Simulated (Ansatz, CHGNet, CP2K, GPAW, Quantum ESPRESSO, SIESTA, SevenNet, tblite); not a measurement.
# Running random packing of B86H14 (at. %) (90 atoms) with SIESTA

How near does SIESTA come to plane waves for random packing of B86H14 (at. %) (90 atoms)?

Main program and level: SIESTA 5.4.2; the method is named at each step.

## Step 1: Starting point

The cell holds 90 atoms: 77 B and 13 H. Cell: a = 8.907 Å, b = 8.907 Å, c = 8.907 Å, α = 90.0°, β = 90.0°, γ = 90.0°. 90 atoms (77 B, 13 H) packed at random in a cube at 1.99 g/cm³ and pushed apart as soft spheres; a start for melting by ab initio MD, not an equilibrated structure. Then every atom was moved at random, 0.02 Å r.m.s. a Cartesian component (hydrogen 0.6 of that).

The yardstick, on the same geometry:

* method: Kohn-Sham DFT, PBE, SSSP efficiency 1.3.0 pseudopotentials, plane waves (Quantum ESPRESSO 7.5); sssp-pbe-1.3.0-efficiency, cutoffs 45/360 Ry, Γ point
* r.m.s. force component: 1.08 eV/Å
* longest force: 4.062 eV/Å
* pressure: -14.72 GPa
* time: 53 s on 2 MPI ranks of Arm Neoverse V1, shared host
* CPU time: 1.8 min

## Step 2: PBE, DZP, shift 0.01 Ry, mesh 300 Ry

Method: Kohn-Sham DFT, PBE, PseudoDojo 0.4.1 norm-conserving pseudopotentials (converted to PSML), numerical atomic orbitals (DZP), diagonalisation.

The .psml files are PseudoDojo norm-conserving potentials that we converted to this format, checked against plane waves on the same files for H, C, O, Si, Ge and Ca alone.

The input, input.fdf:

```
SystemLabel cell
NumberOfAtoms 90
NumberOfSpecies 2
%block ChemicalSpeciesLabel
  1 5 B
  2 1 H
%endblock ChemicalSpeciesLabel
LatticeConstant 1.0 Ang
%block LatticeVectors
  8.90670 0.00000 0.00000
  0.00000 8.90670 0.00000
  0.00000 0.00000 8.90670
%endblock LatticeVectors
PAO.BasisSize DZP
PAO.EnergyShift 0.01 Ry
XC.Functional GGA
XC.Authors PBE
MeshCutoff 300 Ry
%block kgrid_Monkhorst_Pack
  1 0 0 0.0
  0 1 0 0.0
  0 0 1 0.0
%endblock kgrid_Monkhorst_Pack
SolutionMethod diagon
OccupationFunction FD
ElectronicTemperature 580 K
SCF.Mixer.Method Pulay
SCF.Mixer.Weight 0.05
SCF.Mixer.History 8
SCF.Mix Hamiltonian
MaxSCFIterations 300
SCF.DM.Tolerance 1e-04
SCF.H.Tolerance 1.0e-3 eV
WriteForces T
Write.HirshfeldPop T
Write.VoronoiPop T
Write.DM F
Write.H F
XML.Write F
AtomicCoordinatesFormat Fractional
%block AtomicCoordinatesAndAtomicSpecies
  0.87437 0.09282 0.32188 1
  0.69192 0.19356 0.45840 1
  0.67230 0.85610 0.20079 1
  0.00168 0.35583 0.07496 1
  0.71753 0.41737 0.31403 1
  0.96148 0.03627 0.92548 1
  0.62364 0.43500 0.04737 1
  0.74915 0.42924 0.66759 1
  0.91034 0.85939 0.00320 1
  0.79430 0.35100 0.48530 1
  0.97331 0.44534 0.56411 1
  0.72119 0.14219 0.03370 1
  0.65135 0.15284 0.20110 1
  0.68212 0.86810 0.62897 1
  0.17321 0.30725 0.70225 1
  0.20234 0.18381 0.92077 1
  0.78871 0.12731 0.82302 1
  0.68369 0.73180 0.39135 1
  0.46399 0.49530 0.17479 1
  0.73973 0.57080 0.97650 1
  0.02443 0.32699 0.85695 1
  0.34549 0.72954 0.26159 1
  0.12121 0.05246 0.83004 1
  0.87231 0.90590 0.75431 1
  0.37788 0.63276 0.54994 1
  0.22751 0.07430 0.13419 1
  0.69667 0.93637 0.40931 1
  0.77232 0.82114 0.88962 1
  0.85830 0.69676 0.45686 1
  0.48465 0.73829 0.43578 1
  0.69453 0.34409 0.87107 1
  0.60519 0.57194 0.50588 1
  0.94225 0.61977 0.08809 1
  0.14741 0.64384 0.91966 1
  0.87106 0.87945 0.55978 1
  0.50735 0.40831 0.46771 1
  0.60028 0.99003 0.98963 1
  0.13429 0.44133 0.22963 1
  0.23287 0.02390 0.34594 1
  0.99452 0.62754 0.64861 1
  0.78263 0.34228 0.10148 1
  0.81434 0.03461 0.64324 1
  0.60172 0.09769 0.80137 1
  0.82612 0.60002 0.60604 1
  0.97129 0.87502 0.18604 1
  0.15519 0.51384 0.52508 1
  0.32367 0.59984 0.05950 1
  0.21001 0.36475 0.08625 1
  0.15666 0.81493 0.48991 1
  0.46502 0.97124 0.53349 1
  0.06065 0.64169 0.27704 1
  0.49586 0.82955 0.88572 1
  0.59449 0.61898 0.74596 1
  0.77706 0.22246 0.65946 1
  0.45363 0.38128 0.70624 1
  0.25844 0.72418 0.73792 1
[... 30 atom lines left out ...]
  0.60684 0.57977 0.29668 2
  0.32502 0.91796 0.16765 2
  0.87942 0.65397 0.78790 2
  0.41812 0.55578 0.39316 2
%endblock AtomicCoordinatesAndAtomicSpecies
```

Run with:

```console
OMP_NUM_THREADS=1 mpirun -np 2 siesta < input.fdf > output.txt
```

What it wrote:

```text
Version         : 5.4.2
reinit: System Name:
reinit: System Label: cell
initatom: Reading input for the pseudopotentials and atomic orbitals ----------
Species number:   1 Atomic number:    5 Label: B
Species number:   2 Atomic number:    1 Label: H
Ground state valence configuration (from tables):   2s02  2p01  3d00  4f00
Ground state valence configuration (from tables):   1s01  2p00  3d00  4f00
---- Processing specs for species: B
GGA--PBE XC_GGA_X_PBE--XC_GGA_C_PBE pb
---- Processing specs for species: H
GGA--PBE XC_GGA_X_PBE--XC_GGA_C_PBE pb
B pseudopotential only contains V_ls up to l=1 -- lmxkb reset.
H pseudopotential only contains V_ls up to l=1 -- lmxkb reset.
Using PAO.SplitTailNorm
%block ChemicalSpeciesLabel
    1    5 B                       # Species index, atomic number, species label
    2    1 H                       # Species index, atomic number, species label
%endblock ChemicalSpeciesLabel
%block PAO.Basis                 # Define Basis set
B                     2                    # Species label, number of l-shells
 n=2   0   2                         # n, l, Nzeta
   5.254      3.670
   1.000      1.000
 n=2   1   2 P   1                   # n, l, Nzeta, Polarization, NzetaPol
   6.393      4.475
   1.000      1.000
H                     1                    # Species label, number of l-shells
 n=1   0   2 P   1                   # n, l, Nzeta, Polarization, NzetaPol
   5.233      3.529
   1.000      1.000
%endblock PAO.Basis
coor:   Atomic-coordinates input format  =     Fractional
siesta: System type = bulk
initatomlists: Number of atoms, orbitals, and projectors:     90  1066   681
siesta: ******************** Simulation parameters ****************************
Total number of electrons:   244.000000
Total ionic charge:   244.000000
 Kpoints in:            1 . Kpoints trimmed:            1
siesta: k-grid: Number of k-points = 1
siesta: k-points from Monkhorst-Pack grid
siesta: k-cutoff (effective) =     4.453 Ang
siesta: k-point supercell and displacements
siesta: k-grid:     1     0     0      0.000
siesta: k-grid:     0     1     0      0.000
siesta: k-grid:     0     0     1      0.000
                     ====================================
                        Single-point calculation
                     ====================================
outcell: Unit cell vectors (Ang):
        8.906700    0.000000    0.000000
        0.000000    8.906700    0.000000
        0.000000    0.000000    8.906700
outcell: Cell vector modules (Ang)   :    8.906700    8.906700    8.906700
outcell: Cell angles (23,13,12) (deg):     90.0000     90.0000     90.0000
outcell: Cell volume (Ang**3)        :    706.5623
Gamma-point calculation with multiply-connected orbital pairs
Gamma-point calculation with multiply-connected orbital pairs
Folding of H and S implicitly performed
Folding of H and S implicitly performed
new_DM -- step:     1
Initializing Density Matrix...
Attempting to read DM from file... Failed...
DM filled with atomic data:
InitMesh: MESH = 96 x 96 x 96 = 884736
InitMesh: Mesh cutoff (required, used) =   300.000   321.078 Ry
stepf: Fermi-Dirac step function
        iscf     Eharris(eV)        E_KS(eV)     FreeEng(eV)     dDmax    Ef(eV) dHmax(eV)
   scf:    1    -5926.248183    -6190.476915    -6190.727244  1.883434 -5.416577 13.674678
   scf:    2    -6229.977789    -6215.118075    -6215.374903  0.044320 -5.390739  7.001789
   scf:    3    -6227.978545    -6222.968519    -6223.212939  0.041310 -5.369217  2.856282
   scf:    4    -6230.441085    -6227.398575    -6227.653393  0.046949 -5.342428  1.719228
   scf:    5    -6229.610074    -6228.669540    -6228.931177  0.024808 -5.321336  0.676565
   scf:    6    -6229.518100    -6229.145023    -6229.412111  0.010890 -5.305019  0.491928
[...]
scf:   19    -6229.522991    -6229.522998    -6229.801653  0.000079 -5.261253  0.001154
   scf:   20    -6229.522975    -6229.522987    -6229.801655  0.000033 -5.261261  0.001150
   scf:   21    -6229.522967    -6229.522977    -6229.801656  0.000033 -5.261296  0.000616
SCF Convergence by DM+H criterion
max |DM_out - DM_in|         :     0.0000327886
max |H_out - H_in|      (eV) :     0.0006162403
SCF cycle converged after 21 iterations
Using DM_out to compute the final energy and forces
siesta: E_KS(eV) =            -6229.5230
siesta: E_KS - E_eggbox =     -6229.5230
siesta: Atomic forces (eV/Ang):
     1   -0.608624   -0.653288    0.676127
     2    0.701374   -1.134501   -0.124667
     3   -0.648954   -0.225990    0.781860
     4   -0.136250    0.725787   -0.618069
     5   -0.346107   -0.848877   -0.781166
     6   -1.622307   -0.239991   -0.543146
[...]
88   -0.547640   -0.410056    0.679950
    89    0.362960   -0.256573   -1.399579
    90   -0.219349   -0.559992   -0.331250
----------------------------------------
   Tot   -0.000383    0.000759   -0.003770
----------------------------------------
   Max    3.673910
   Res    1.177790    sqrt( Sum f_i^2 / 3N )
----------------------------------------
   Max    3.673910    constrained
Stress tensor Voigt[x,y,z,yz,xz,xy] (kbar):      123.49      128.17      126.69       28.44      -15.13       35.86
(Free)E + p*V (eV/cell)    -6285.4187
Target enthalpy (eV/cell)    -6229.8017
siesta: Program's energy decomposition (eV):
siesta: Ebs     =     -2775.782388
siesta: Eions   =     12424.525505
siesta: Ena     =      4579.742826
siesta: Ekin    =      3976.882105
siesta: Enl     =       202.904901
siesta: DEna    =       -21.402668
siesta: DUscf   =        11.278975
siesta: Ex      =     -2245.516434
siesta: Ec      =      -308.887178
siesta: Exc     =     -2554.403612
siesta: Eharris =     -6229.522967
siesta: Etot    =     -6229.522977
siesta: FreeEng =     -6229.801656
siesta: Final energy (eV):
siesta:  Band Struct. =   -2775.782388
siesta:       Kinetic =    3976.882105
siesta:       Hartree =     823.766590
siesta:         Exch. =   -2245.516434
siesta:         Corr. =    -308.887178
siesta:   Exch.-corr. =   -2554.403612
siesta:  Ion-electron =   -5376.019970
siesta:       Ion-ion =   -3099.748090
siesta:         Total =   -6229.522977
siesta:         Fermi =      -5.261296
siesta: Stress tensor (static) (eV/Ang**3):
siesta:     0.077075    0.022382   -0.009441
siesta:     0.022382    0.079995    0.017748
siesta:    -0.009441    0.017748    0.079076
siesta: Cell volume =        706.562320 Ang**3
siesta: Pressure (static):
siesta:                Solid            Molecule  Units
siesta:          -0.00085731         -0.00066053  Ry/Bohr**3
siesta:          -0.07871497         -0.06064750  eV/Ang**3
siesta:        -126.11528191        -97.16799998  kBar
    Orbital volume contribution        =          51.460925 eV
    (Free)E + p_basis*V_orbitals       =       -6178.340731 eV
    (Free)Eharris+ p_basis*V_orbitals  =       -6178.340721 eV
Hirshfeld Atomic Populations:
Atom #   charge [q] valence [e]  Species
     1     0.036361    2.963639  B
     2    -0.005427    3.005427  B
     3     0.044397    2.955603  B
     4    -0.026485    3.026485  B
     5     0.051238    2.948762  B
     6    -0.009797    3.009797  B
[...]
78    -0.001412    1.001412  H
    79     0.003563    0.996437  H
    80    -0.014072    1.014072  H
    81    -0.000765    1.000765  H
    82    -0.006341    1.006341  H
    83    -0.033042    1.033042  H
[...]
--------------------
 Total    -0.000001
Voronoi Atomic Populations:
Atom #   charge [q] valence [e]  Species
[...]
75     0.035700    2.964300  B
    76    -0.038371    3.038371  B
    77     0.051701    2.948299  B
[...]
88     0.018644    0.981356  H
    89     0.069485    0.930515  H
    90     0.016034    0.983966  H
--------------------
 Total    -0.000001
```

Wall time 5 min (2 MPI ranks of Arm Neoverse V1, shared host); peak memory 1.5 GiB.

Banners, paths, timers and routine set-up lines are dropped from the logs unmarked, and long logs keep their key lines alone; longer cuts are marked.

Against the reference:

```
r.m.s. force component                  : 1.178 eV/Å
r.m.s. difference of force components   : 177.9 meV/Å
longest difference of force vectors     : 622.5 meV/Å
force difference over r.m.s. force      : 16.48 %
slope of forces against the reference's : 1.081
correlation of force components         : 0.9913
pressure                                : -12.61 GPa
pressure difference                     : 2.105 GPa
```

Length of the force difference by element (eV/Å):

```tsv
element	atoms	mean	most
B	77	0.29	0.62
H	13	0.025	0.056
```

A closer look about B44, which bears the longest force: 12 atoms, nearest first, numbered in the order of the input, with positions taken from that point.

```tsv
atom	x	y	z	distance (Å)	Hirshfeld charge (e)	Fx	Fy	Fz (eV/Å)
B44	0.00	0.00	0.00	0.00	-0.03	-2.61	-3.19	1.85
B40	1.50	0.25	0.38	1.57	-0.01	1.70	0.63	1.54
B29	0.29	0.86	-1.33	1.61	-0.03	0.93	2.85	-0.96
H89	0.47	0.48	1.62	1.75	0.03	0.36	-0.26	-1.40
B8	-0.69	-1.52	0.55	1.76	-0.03	-0.80	0.49	0.78
B11	1.31	-1.38	-0.37	1.94	0.02	-0.05	-1.90	-1.81
B32	-1.97	-0.25	-0.89	2.17	0.04	-0.40	0.70	1.31
B53	-2.06	0.17	1.25	2.42	0.03	0.05	0.06	-1.45
B10	-0.28	-2.22	-1.08	2.48	-0.04	1.80	0.91	0.24
B59	0.45	-1.47	2.01	2.53	0.01	-1.88	0.88	0.60
B35	0.40	2.49	-0.41	2.55	-0.04	-0.27	-0.65	-1.85
B18	-1.27	1.17	-1.91	2.58	-0.06	-0.87	0.50	-2.50
```

Forces lie 16 % from the reference's, at 5.6 times its CPU time.

The difference per atom is largest on B (0.29 eV/Å on average, against 0.025 on H).

## Step 3: Results

| Quantity | Value |
| --- | --- |
| force difference from the reference | SIESTA PBE, DZP, shift 0.01 Ry, mesh 300 Ry, 16 % |
| its CPU time | 9.9 min |

What this shows: The PBE run in local orbitals differs by 16 % (SIESTA PBE, DZP, shift 0.01 Ry, mesh 300 Ry); basis, grid and potentials can all enter. In pressure, SIESTA PBE, DZP, shift 0.01 Ry, mesh 300 Ry misses by +2.1 GPa, at the same functional. The reference's pressure holds the uncorrected Pulay stress of its 45 Ry basis, so small pressure differences, and their order, may be the reference's own error. The reference's pressure of -15 GPa belongs to a cell and atoms that aren't relaxed at this level. The electronic-structure runs sample only Γ, in a cell whose shortest periodic width is 9 Å, which is coarse for a cell with partly filled levels.

[Also dropped from logs without a mark: logging warnings of Python, and SIESTA's first energy breakdown and zero terms.]

[Logs are printed without paths, hosts, clocks, repeated set-up lines and the standing remarks that a program may print on its own settings, such as how far it seeks lower states.]

[Hosts, paths, dates, database ids (printed as entryN), source tags and the programs' standing remarks are cut or masked in the printed files.]
